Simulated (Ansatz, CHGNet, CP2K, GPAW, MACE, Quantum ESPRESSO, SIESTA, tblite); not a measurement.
**Codes compared on Cu(111)/C(111) interface (72 atoms)**

Aim: run Cu(111)/C(111) interface (72 atoms) in several programs and set results and cost side by side. A plane-wave run serves as the reference.

Method: Kohn-Sham DFT, PBE, PAW, plane waves, in Ansatz 0.2.0.

In doubt: a PseudoDojo file used here is known to give poor structures and forces (SIESTA), which bears on pressures, cells, forces and phonons.

## (1) The structure

The cell holds 72 atoms: 18 Cu and 54 C. Cell: a = 6.718 Å, b = 7.618 Å, c = 10.557 Å, α = 90.0°, β = 90.0°, γ = 100.9°. Fcc Cu(111), 2 repeat layers, 9 surface cells, strained -0.66 and -0.66 %; diamond-structure C(111), 3 layers, 9 cells, +0.67 and +0.67 %; outer planes 2.18 Å apart and 1.67 Å at the second interface of the periodic stack; not relaxed, displaced by a Gaussian of 0.02 Å. Then every atom was moved at random, 0.02 Å r.m.s. a Cartesian component. Regions: Cu, 18 atoms (18 Cu); C, 54 atoms (54 C). The structure's axis is c.

## (2) The reference run

The PAW files are the set soft_2.

Contents of input.yaml:

```yaml
crystal:
  lattice:
    - [6.7181, 0.0, 0.0]
    - [-1.43961, 7.48043, 0.0]
    - [0.0, 0.0, 10.55683]
  atoms:
    - { symbol: Cu, position: [0.67161, 0.78078, 0.00231] }
    - { symbol: Cu, position: [0.44333, 0.40899, 0.19734] }
    - { symbol: Cu, position: [0.66115, 0.43929, 0.00207] }
    - { symbol: Cu, position: [0.442, 0.07223, 0.20675] }
    [... 62 atom lines left out ...]
    - { symbol: C, position: [0.01494, 0.99878, 0.45514] }
    - { symbol: C, position: [0.11932, 0.1814, 0.4041] }
    - { symbol: C, position: [0.90557, 0.14626, 0.65152] }
    - { symbol: C, position: [0.0112, 0.99626, 0.6016] }
    - { symbol: C, position: [0.12742, 0.18108, 0.8424] }
    - { symbol: C, position: [0.8924, 0.13844, 0.79364] }
kpoints:
  mp_grid: { grid: [1, 1, 1] }
hamiltonian:
  xc: pbe
scf:
  occupations: { method: fermi_dirac, width: 0.05 }
output:
  forces: true
  eigenvalues: true
  populations: true
  stress: true
```

Run with:

```bash
$ ansatz run input.yaml --threads 4 --pin off --max-ram 8192MiB --backend cpu --events-out ev --progress --plain --runs-dir out
```

Numbers of over 12 decimals in the logs are rounded to 6 here.

The program printed:

```text
[...]
Pseudopotentials: kind: paw
Pseudopotential: Cu, paw, valence charge 19, recommended cutoff 420 eV (normal), Cu.paw.azcp
Pseudopotential: C, paw, valence charge 4, recommended cutoff 420 eV (normal), C.paw.azcp
[... 5 lines on functional and potentials left out ...]
Crystal: 72 atoms, lattice volume = 530.526 Å³
Basis set: ecut = 420 eV, 10357 PW (Γ), exchange–correlation on 90×108×144 points (8 copies of the dense FFT grid, shifted against one another)
Bands: 351, of which v1, the nominal top of the filled ones, is band 279 counted from 1 (278 counted from 0)
Symmetry: 1 space group operations
Space group: P1 (ITA 1), of the structure as read, at distance tolerance 8.1e-5 Å
k-points: 1
[... 5 lines on functional and potentials left out ...]
Initial density: superposition of atomic densities (neutral atoms: chi_scale 0, normalization atom), corrected by the library's trained network
Initial wavefunctions: pseudopotential atomic-orbital guess
[...]
SCF iter   1: F=—  HF=-132767.057631 eV  |F-HF|=—  |Δ(HF+E_count)|=         —  Δρ=1.95e-2  dr2=4.94e0  ethr=1.77e-3  ⟨swp⟩=5.0  Hψ=1279  notcnv=0  defer=40
preconditioner: auto → Resta (q_TF=auto, 2.751 Å⁻¹)  ε∞=8.1  [insulator: Δε(μ)=0.385 eV  Ē_g=12.314 eV  σ=0.050 eV  W_gap=0.56  n_scr=178 (ndim 8)  ℏωp=32.8 eV  f_vac=0.000  D(μ)=25.87/eV (n_scr^D=236)  ε∞_Penn≈8.1]
[...]
SCF iter  13: F=—  HF=-132766.597190 eV  |F-HF|=—  |Δ(HF+E_count)|=   3.49e-8  Δρ=2.91e-6  dr2=1.46e-7  ethr=1.08e-10  ⟨swp⟩=2.0  Hψ=299  notcnv=0  defer=56
SCF iter  14: F=-132766.597190 eV  HF=-132766.597190 eV  |F-HF|=7.25e-8  |Δ(HF+E_count)|=   6.40e-9  Δρ=2.72e-6  dr2=6.28e-8  ethr=1.79e-11  ⟨swp⟩=14.0  Hψ=1753  notcnv=0
SCF 1 converged in 14 iterations: F = -132766.597190 eV  dr2 = 6.28e-8
[...]
SCF converged after 14 iterations
Free energy (F): -132766.597190 eV
Harris-Foulkes:  -132766.597190 eV  (|F-HF|=7.25e-8)
Internal energy: -132766.450401 eV  (E = F + TS)
E sigma→0 (E₀):  -132766.523795 eV
Entropy (-TS):   -0.146790 eV (-2.039 meV/atom)
Fermi energy:    14.473598 eV
--- Per-component energies (eV) ---
[...]
Σ components = -132766.597190   (vs F -132766.597190, Δ=0.00e0)
--- Forces (eV/Å), atoms counted from 1 ---
  atom   1  Cu    -0.21639452    -0.36331502     1.15023140
  atom   2  Cu     0.33194122    -0.10501650     1.18342049
  atom   3  Cu     0.16383486     0.22361776     1.00230878
  atom   4  Cu     0.25424927     0.18616729     0.27828889
[...]
atom  72  C      1.32236489     2.23241975     1.80210087
  max |Σ_I F_I| component: 5.68e-4 eV/Å
--- Stress (GPa, compression-positive) ---
       -1.462948      -3.436734       1.322285
       -3.436736       2.076313      -1.326703
        1.322286      -1.326701       5.416864
  P = ⅓ Tr σ = 2.0101 GPa (20.101 kbar)
--- Band table (eV) ---
  k-point 0: bands = ["-98.5206", "-98.4765", "-98.4661", "-98.4277", [... 335 levels ...], "23.1068", "23.1650", "23.2632", "23.3349", "23.4417", "23.4454", "23.5390", "23.6141", "23.6824", "23.7248", "23.7946", "23.8779"]
--- Löwdin populations: 72 sites ---
  site symbol       q [e]
     0     Cu     18.5708
     1     Cu     18.7441
     2     Cu     18.5636
[...]
71      C      3.9883
  spilling = 0.005159 (of n_electrons = 558.000000)
```

Run time: 13 s. Hardware: 4 threads of Arm Neoverse V1, shared host; peak memory 0.86 GiB.

Numbers from this run:

| Property | Result |
| --- | --- |
| free energy | -132766.5972 eV |
| free energy per atom | -1843.9805 eV/atom |
| SCF cycles | 14 |
| pressure | 2.01 GPa |
| r.m.s. force component | 1.28 eV/Å |
| longest force | 4.667 eV/Å |
| Fermi energy | 14.47 eV |
| levels partly filled by over 2 per cent | 3 |
| spilling of the projection | 0.005159 |

Length of the force by element:

```csv
element,coordination,atoms,mean length of the force (eV/Å),spread,least,most
C,all,54,2.30,0.919,0.372,4.67
Cu,all,18,1.10,0.365,0.420,1.91
```

Löwdin charges by element (they lack the spilled electrons, 0.040 e an atom on average):

```csv
element,coordination,atoms,mean charge (e),spread,least,most
C,all,54,-0.0661,0.132,-0.345,0.0312
Cu,all,18,0.358,0.0837,0.249,0.461
```

By region:

| region | atoms | mean length of the force (eV/Å) |
| --- | --- | --- |
| Cu | 18 | 1.09 |
| C | 54 | 2.29 |

The levels nearest the highest filled one (over half full), pooled over k-points and spins:

| level less the highest filled one (eV) | occupation |
| --- | --- |
| -0.605 | 2 |
| -0.482 | 2 |
| -0.443 | 2 |
| -0.295 | 2.00 |
| -0.024 | 1.76 |
| 0 | 1.65 |
| 0.121 | 0.584 |
| 0.379 | 0.005 |
| 0.429 | 0.002 |
| 0.478 | 0.001 |
| 0.514 | 0 |
| 0.767 | 0 |

The run ends at a pressure of 2.01 GPa, with forces up to 4.7 eV/Å.

## (3) The other programs

The programs:
- CHGNet: machine-learned potential, published weights.
- CP2K 2026.2: Gaussian basis with GTH pseudopotentials and a plane-wave density; labels give functional, basis (MOLOPT sets; SR short-range, UZH the newer set with its own potentials), grid cutoff/relative cutoff and solver (OT: orbital transformation; TRS4, TC2, SIGN: linear-scaling purification with its sparsity filter), or its built-in tight binding.
- GPAW 26.7.0: PAW with atomic orbitals (LCAO), plane waves or a real-space grid of spacing h.
- MACE: machine-learned potential, published weights.
- Quantum ESPRESSO 7.5: plane waves; labels (QE) give functional, pseudopotential set and cutoffs of waves/density.
- SIESTA 5.4.2: numerical atomic orbitals, whose automatically made sets are far from complete, with PseudoDojo norm-conserving potentials that we converted to its format (checked against plane waves on the same files for H, C, O, Si, Ge and Ca alone); labels give functional, basis size, energy shift and mesh cutoff.
- tblite 0.8.0: extended tight binding, driven from Python.

All use the same cell and atoms; the electronic-structure runs use the same k-mesh, and an electronic temperature of 580 K (0.05 eV) where levels are smeared.

Differences are against the plane-wave reference, forces as r.m.s. over components; share is that over the reference's r.m.s. force, slope the least-squares factor from reference forces to these. Total energies of different programs have different zeros and aren't compared.

```csv
run,"Δ force, r.m.s. (meV/Å)",share (%),slope,Δ pressure (GPa),cores,CPU time,memory (GiB)
reference,-,-,-,-,4,36 s,0.86
CHGNet 0.3.0 potential,336,26.3,0.907,-4.58,1,6.5 s,3.4
"CP2K PBE, DZVP-MOLOPT-SR, 280/50 Ry, diagonalisation (coarse)",309,24.1,1.008,3.11,2,16 min,1.1
"CP2K PBE, DZVP-MOLOPT-SR, 800/20 Ry, diagonalisation (coarse)",247,19.3,1.006,3.73,4,12 min,4.5
"CP2K PBE, DZVP-MOLOPT-SR, 800/50 Ry, diagonalisation",29.6,2.31,1.020,1.86,4,20 min,4.4
"CP2K PBE, SZV-MOLOPT-SR, 800/50 Ry, diagonalisation (coarse)",371,29.0,1.222,7.71,2,8.3 min,2.1
"GPAW PBE, LCAO dzp, h 0.2 Å",87.5,6.84,1.051,-,1,3.6 min,0.72
"GPAW PBE, LCAO szp(dzp), h 0.2 Å (coarse)",261,20.4,1.062,-,1,2.7 min,0.71
"GPAW PBE, grid h 0.18 Å",33.9,2.65,1.010,-,2,10 min,1.7
"GPAW RPBE, LCAO dzp, h 0.2 Å",105,8.20,1.062,-,1,3.7 min,0.75
MACE MP-0b2 small potential,395,30.8,0.903,-4.76,1,8.2 s,0.69
MACE MP-0b3 medium potential,454,35.5,0.791,4.20,1,9.3 s,1.4
"QE PBE, sssp-1.3.0-efficiency, 60/480 Ry",4.92,0.384,1.002,0.0406,2,6.5 min,1.5
"SIESTA PBE, DZP, shift 0.01 Ry, mesh 500 Ry",130,10.1,1.036,3.18,4,11 min,2.0
"SIESTA PBE, DZP, shift 0.04 Ry, mesh 500 Ry (coarse)",327,25.6,1.003,-19.3,2,4.6 min,1.1
"SIESTA PBE, SZP, shift 0.01 Ry, mesh 500 Ry (coarse)",424,33.1,1.058,3.87,2,7.9 min,1.5
tblite GFN1-xTB,311,24.3,0.963,-0.278,1,3.9 s,0.12
```

Rows marked coarse were listed beforehand as settings not expected to be converged; some can still land near the reference.

Times of the machine-learned potentials are mostly Python's start and the loading of weights.

CPU time is summed over cores on a shared host, where runs went side by side, so it is rough. Symmetry, cutoffs, thresholds, outputs and thread counts weren't matched or tuned between programs; memory under MPI is the largest rank's times the ranks.

Mean charges by element (e), by run and scheme:

```
                                                 run     scheme     Cu      C
                                           reference     Löwdin  +0.36  -0.07
CP2K PBE, DZVP-MOLOPT-SR, 800/50 Ry, diagonalisation   Mulliken  +0.01   0.00
CP2K PBE, DZVP-MOLOPT-SR, 800/50 Ry, diagonalisation  Hirshfeld  +0.10  -0.03
         SIESTA PBE, DZP, shift 0.01 Ry, mesh 500 Ry  Hirshfeld  +0.15  -0.05
                                     tblite GFN1-xTB   Mulliken  +0.05  -0.02
```

The reference's Löwdin charges lack the electrons that the projection spills, 0.040 e an atom on average.

Within one program, basis, potentials and functional, energies share a zero. Each run against its twin at the usual cutoff or grid and solver:

| run | twin | Δ energy (meV/atom) | Δ force, r.m.s. (meV/Å) | CPU time over the twin's |
| --- | --- | --- | --- | --- |
| CP2K PBE, DZVP-MOLOPT-SR, 280/50 Ry, diagonalisation | DZVP-MOLOPT-SR, 800/50 Ry, diagonalisation | -7.02 | 306 | 0.84 (this twin ran on 4 cores) |
| CP2K PBE, DZVP-MOLOPT-SR, 800/20 Ry, diagonalisation | DZVP-MOLOPT-SR, 800/50 Ry, diagonalisation | -16.9 | 244 | 0.61 |

## (4) What came out

| Quantity | Value |
| --- | --- |
| reference r.m.s. force component | 1.28 eV/Å |
| nearest in forces | QE PBE, sssp-1.3.0-efficiency, 60/480 Ry, 0.38 % |
| farthest in forces | MACE MP-0b3 medium potential, 35 % |
| cheapest electronic-structure run beside the reference | tblite GFN1-xTB, 3.9 s of CPU time |

What this shows: PBE on plane waves or a grid with other potentials, cutoffs or grids, coarse settings apart, differs from the reference by 0.38 % (QE PBE, sssp-1.3.0-efficiency, 60/480 Ry) to 2.6 % (GPAW PBE, grid h 0.18 Å) of the r.m.s. force; this holds the reference's own error, so differences of a few per cent don't tell which side is nearer the exact PBE result (QE's 60 Ry are 816 eV, against the reference's 420 eV). The PBE runs in local orbitals, coarse settings apart, differ by 2.3 % (CP2K PBE, DZVP-MOLOPT-SR, 800/50 Ry, diagonalisation) to 10 % (SIESTA PBE, DZP, shift 0.01 Ry, mesh 500 Ry); basis, grid and potentials can all enter. Tight binding differs by 24 % (tblite GFN1-xTB); it is another model, with fitted parameters of its own, and the xTB methods hold dispersion. Machine-learned potentials differ by 26 % (CHGNet 0.3.0 potential) to 35 % (MACE MP-0b3 medium potential); they were trained on other programs' data. Among those trained on PBE data the slope goes as low as 0.79, which softening far from their training structures can give, though the reference's k-sampling is untested too. Rows with another functional or a dispersion term differ by 8.2 % (GPAW RPBE, LCAO dzp, h 0.2 Å), which mixes the change of model with differences of basis and potentials. Runs with settings chosen to be coarse differ by 19 % (CP2K PBE, DZVP-MOLOPT-SR, 800/20 Ry, diagonalisation) to 33 % (SIESTA PBE, SZP, shift 0.01 Ry, mesh 500 Ry), their programs' other errors included. One electronic-structure run takes under half the reference's CPU time: tblite GFN1-xTB, at 24 % in 3.9 s against 36 s. CP2K PBE, SZV-MOLOPT-SR, 800/50 Ry, diagonalisation stiffens the forces by a factor of 1.22 while following their directions (correlation 0.989); the slopes of the 4 CP2K runs lie between 1.01 and 1.22. In pressure, SIESTA PBE, DZP, shift 0.04 Ry, mesh 500 Ry misses by -19.3 GPa, at the same functional. Charges hang on model, scheme and program or settings: among these rows the mean for Cu runs from +0.01 to +0.36 e. In the reference: counting bands leaves a spacing of only 0.12 eV (at Γ alone), which the smearing bridges: 3 levels are partly filled by over 2 %, so a gap, if any, is small at this level. In the reference: mean Löwdin charges: C -0.07, Cu +0.36 e (they miss 0.52 % of the electrons, so they add up to more than the cell's charge). Periodic xTB results under one method name differ between programs and library versions. The potentials hold different valence shells: 558 electrons in the reference, 414 in CP2K with SZV-MOLOPT-SR, 414 in Quantum ESPRESSO with SSSP and 414 in GPAW; this bears on time and differences. A potential file of the SIESTA runs is in doubt, which bears on their forces and pressure. Machine-learned potentials mimic data converged in k, so the reference's own k-point error enters their differences. The reference's stress is far from hydrostatic: its diagonal is -1.5, 2.1, 5.4 GPa, compression counted positive. The host structure and its lattice constant were typed by rule, without a check against the phase diagram. The reference's pressure of 2.0 GPa belongs to a cell and atoms that aren't relaxed at this level. The electronic-structure runs sample only Γ, in a cell whose shortest periodic width is 7 Å, which is coarse for a cell with partly filled levels.

[Also dropped from logs without a mark: logging warnings of Python, and SIESTA's first energy breakdown and zero terms.]

[Logs are printed without paths, hosts, clocks, repeated set-up lines and the standing remarks that a program may print on its own settings, such as how far it seeks lower states.]

[Hosts, paths, dates, database ids (printed as entryN), source tags and the programs' standing remarks are cut or masked in the printed files.]
